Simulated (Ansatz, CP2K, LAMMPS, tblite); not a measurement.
## Atom list for Glassy B2O3 (100 atoms)

100 atoms (40 B, 60 O) placed at random at 1.93 g/cm³, melted at 3000 K for 20 ps at fixed volume with the Buckingham and Coulomb pair potential of Guillot and Sator (Geochim. Cosmochim. Acta 71, 1249 (2007)) with the boron terms of Wang et al. (J. Non-Cryst. Solids 498, 294 (2018)). Quenched from 3000 K to 300 K at 100 K/ps and fixed volume, held 10 ps at zero pressure.

This is the geometry as built. Method: Kohn-Sham DFT, PBE, GTH-PBE pseudopotentials, Gaussian and plane waves, DZVP-MOLOPT-SR-GTH, orbital transformation; 600/50 Ry (CP2K 2026.2); Γ point; density 2.02 g/cm³.

Cell vectors (Å):

```
10.452 0.000 0.000
0.000 10.452 0.000
0.000 0.000 10.452
```

Positions (Å):

```
1 B 8.919 1.963 0.307
2 B 6.216 4.134 4.676
3 B 7.697 4.958 2.574
4 B 3.501 5.465 1.245
5 B 4.700 10.406 7.335
6 B 7.842 7.859 4.666
7 B 0.572 7.798 9.004
8 B 10.287 2.345 8.425
9 B 1.121 5.450 10.088
10 B 0.974 0.199 4.095
11 B 5.365 3.399 0.957
12 B 2.330 1.583 8.979
13 B 0.934 9.127 1.764
14 B 7.163 6.181 7.971
15 B 9.037 1.987 5.175
16 B 3.026 8.355 7.885
17 B 4.867 1.409 2.779
18 B 1.883 5.485 3.519
19 B 4.569 6.079 7.975
20 B 4.594 7.598 0.730
21 B 3.116 8.142 4.873
22 B 7.043 6.747 0.765
23 B 2.543 3.921 5.705
24 B 6.900 3.882 9.198
25 B 5.366 9.787 9.770
26 B 9.772 6.262 3.492
27 B 5.368 6.593 5.023
28 B 9.489 6.803 6.675
29 B 7.340 2.721 6.790
30 B 7.176 0.103 1.292
31 B 2.911 9.753 0.021
32 B 10.308 3.928 1.540
33 B 0.666 8.755 5.868
34 B 3.170 4.004 8.897
35 B 9.317 8.227 0.270
36 B 4.160 9.335 2.726
37 B 4.332 1.826 5.413
38 B 0.526 4.581 7.114
39 B 0.616 2.709 3.832
40 B 7.855 10.426 3.886
41 O 6.963 4.184 3.502
42 O 8.970 7.124 4.260
43 O 7.389 5.190 8.980
44 O 3.398 2.825 5.685
45 O 7.881 9.257 4.691
46 O 4.158 9.128 10.104
47 O 8.244 6.621 7.204
48 O 4.308 0.200 2.343
49 O 7.050 3.005 8.101
50 O 6.602 7.209 4.782
51 O 9.271 3.125 1.006
52 O 10.108 8.078 6.476
53 O 0.975 9.879 2.953
54 O 9.422 1.927 9.424
55 O 4.160 7.272 5.150
56 O 10.332 5.690 6.558
57 O 5.221 2.328 1.803
58 O 2.669 5.478 2.377
59 O 0.703 6.248 3.560
60 O 1.113 1.707 8.350
61 O 5.496 10.321 8.510
62 O 5.879 6.326 7.448
63 O 10.060 2.867 4.784
64 O 1.687 8.439 8.382
65 O 2.215 4.697 9.677
66 O 4.162 4.776 8.282
67 O 6.242 10.054 0.389
68 O 1.873 8.151 5.508
69 O 3.604 6.651 0.488
70 O 10.139 8.567 1.400
71 O 10.211 3.618 7.839
72 O 0.648 6.465 9.288
73 O 5.862 7.219 0.237
74 O 4.927 1.670 4.132
75 O 6.680 3.305 5.714
76 O 9.900 8.535 9.517
77 O 0.556 3.388 2.598
78 O 3.683 9.434 7.326
79 O 8.589 1.066 4.216
80 O 7.051 5.631 1.595
81 O 4.623 8.218 2.019
82 O 8.208 7.464 0.477
83 O 9.028 5.298 2.824
84 O 1.833 4.285 6.839
85 O 8.257 0.887 0.828
86 O 2.032 9.163 0.942
87 O 5.325 5.183 4.953
88 O 0.563 10.052 5.299
89 O 4.725 0.854 6.352
90 O 0.374 4.992 0.721
91 O 8.476 2.024 6.476
92 O 3.651 7.087 7.984
93 O 2.194 4.593 4.537
94 O 3.434 9.096 3.940
95 O 3.193 2.636 8.994
96 O 4.421 4.435 1.083
97 O 6.307 3.488 10.378
98 O 2.644 0.508 9.826
99 O 7.187 10.261 2.660
100 O 1.345 1.548 3.982
```

Predict the forces and charges.

Columns: atom, q, fx, fy, fz (forces in eV/Å, q the Hirshfeld charge in e).

```
1 0.32 1.466 0.709 -1.268
2 0.32 1.808 1.831 0.975
3 0.33 -0.667 1.112 1.983
4 0.31 0.966 0.463 1.170
5 0.34 -1.464 -1.990 2.024
6 0.32 -1.401 0.174 -1.849
7 0.32 0.796 1.109 0.763
8 0.33 2.038 1.108 1.802
9 0.31 -0.482 -1.807 -0.039
10 0.31 -0.096 -0.939 -0.002
11 0.33 -1.271 1.396 -0.446
12 0.32 -1.719 -0.083 1.107
13 0.33 -1.812 1.785 0.441
14 0.33 0.312 -2.923 -0.802
15 0.33 -0.006 -0.204 -0.272
16 0.30 -0.065 -1.728 0.529
17 0.32 -1.297 -0.118 -0.225
18 0.32 -0.217 -0.929 -1.327
19 0.32 -0.510 -0.138 -0.154
20 0.27 0.574 -0.491 1.545
21 0.30 0.703 0.579 -0.239
22 0.32 0.338 0.576 -0.008
23 0.33 -0.449 0.245 -0.844
24 0.32 -0.331 0.489 -1.680
25 0.34 0.882 1.912 0.633
26 0.32 -0.692 -0.281 1.014
27 0.31 0.418 -0.153 -0.845
28 0.32 1.989 -0.629 0.821
29 0.31 0.164 1.730 0.097
30 0.33 1.119 0.863 -0.418
31 0.33 -1.330 1.369 -0.406
32 0.31 0.402 -0.406 -1.710
33 0.32 1.082 0.560 -2.555
34 0.31 -0.785 1.961 0.522
35 0.31 1.796 -0.855 1.332
36 0.30 -0.419 -1.690 1.199
37 0.34 -0.267 -0.291 -0.896
38 0.32 -2.408 -0.827 -0.257
39 0.32 -1.995 -1.193 -1.742
40 0.33 0.393 -2.294 -0.077
41 -0.22 0.692 -0.169 -0.915
42 -0.21 0.274 0.658 0.264
43 -0.22 -0.427 0.853 0.027
44 -0.20 0.664 -0.432 0.398
45 -0.22 0.222 0.353 -0.136
46 -0.14 -0.969 -1.039 1.144
47 -0.20 -0.850 1.094 0.344
48 -0.22 0.463 0.337 -0.281
49 -0.21 -0.586 -0.083 0.851
50 -0.23 0.321 0.264 0.296
51 -0.23 -0.376 0.010 0.447
52 -0.21 -1.316 -0.297 0.698
53 -0.21 -0.208 -0.733 -1.010
54 -0.22 -0.391 -0.388 -0.023
55 -0.21 0.049 -1.202 0.651
56 -0.22 0.466 -0.316 0.115
57 -0.20 0.743 -0.622 0.182
58 -0.22 0.017 0.384 0.142
59 -0.21 -0.464 0.019 -0.086
60 -0.24 -0.518 -0.698 -0.144
61 -0.21 0.799 0.616 -0.469
62 -0.20 -0.170 0.613 1.183
63 -0.21 -1.047 0.068 0.804
64 -0.22 0.050 0.660 -0.094
65 -0.21 -0.174 -0.336 0.090
66 -0.21 1.007 -0.590 0.021
67 -0.20 -0.126 -0.103 -0.560
68 -0.21 1.268 -1.336 0.458
69 -0.25 -0.844 -0.478 0.272
70 -0.23 0.036 -0.039 0.424
71 -0.22 -0.208 0.795 -0.266
72 -0.21 -0.050 -0.036 0.218
73 -0.23 0.855 0.245 -0.284
74 -0.21 -0.310 0.677 0.905
75 -0.22 -1.414 0.258 -0.635
76 -0.23 1.253 -0.596 -1.748
77 -0.21 0.891 0.044 1.281
78 -0.21 -0.668 0.053 -0.394
79 -0.20 -0.002 0.956 0.362
80 -0.20 -0.664 0.194 -0.748
81 -0.24 -0.496 1.288 0.513
82 -0.20 -0.023 0.204 -0.096
83 -0.19 0.803 -0.881 -0.513
84 -0.20 1.164 -0.558 0.076
85 -0.21 -0.731 0.014 0.087
86 -0.19 1.563 0.048 -1.384
87 -0.23 -0.203 -0.343 0.037
88 -0.22 -0.263 0.451 0.422
89 -0.19 0.309 1.423 -0.597
90 -0.23 -0.247 -0.447 0.496
91 -0.20 0.901 -0.632 -1.095
92 -0.22 -0.456 0.838 -0.015
93 -0.20 0.408 -0.278 0.149
94 -0.22 0.233 1.021 -1.417
95 -0.21 1.401 0.453 -0.395
96 -0.22 0.008 -0.358 -0.257
97 -0.21 0.117 -0.900 0.320
98 -0.21 0.181 -0.810 0.268
99 -0.21 -0.573 0.012 -0.489
100 -0.23 0.509 -0.357 -0.196
```

The quench rate of 100 K/ps is many orders above laboratory rates, so the cell is likely richer in defects and strain than a real sample. The network of bonds at the start is that of the classical potential that made the cell, and needn't be the one that DFT or experiment would give. Only the Γ point is sampled, in a cell whose shortest periodic width is 10 Å.

The r.m.s. force component is 0.883 eV/Å; the longest force, 3.19 eV/Å, acts on B5.

[Logs are printed without paths, hosts, clocks, repeated set-up lines and the standing remarks that a program may print on its own settings, such as how far it seeks lower states.]

[Hosts, paths, dates, database ids (printed as entryN), source tags and the programs' standing remarks are cut or masked in the printed files.]
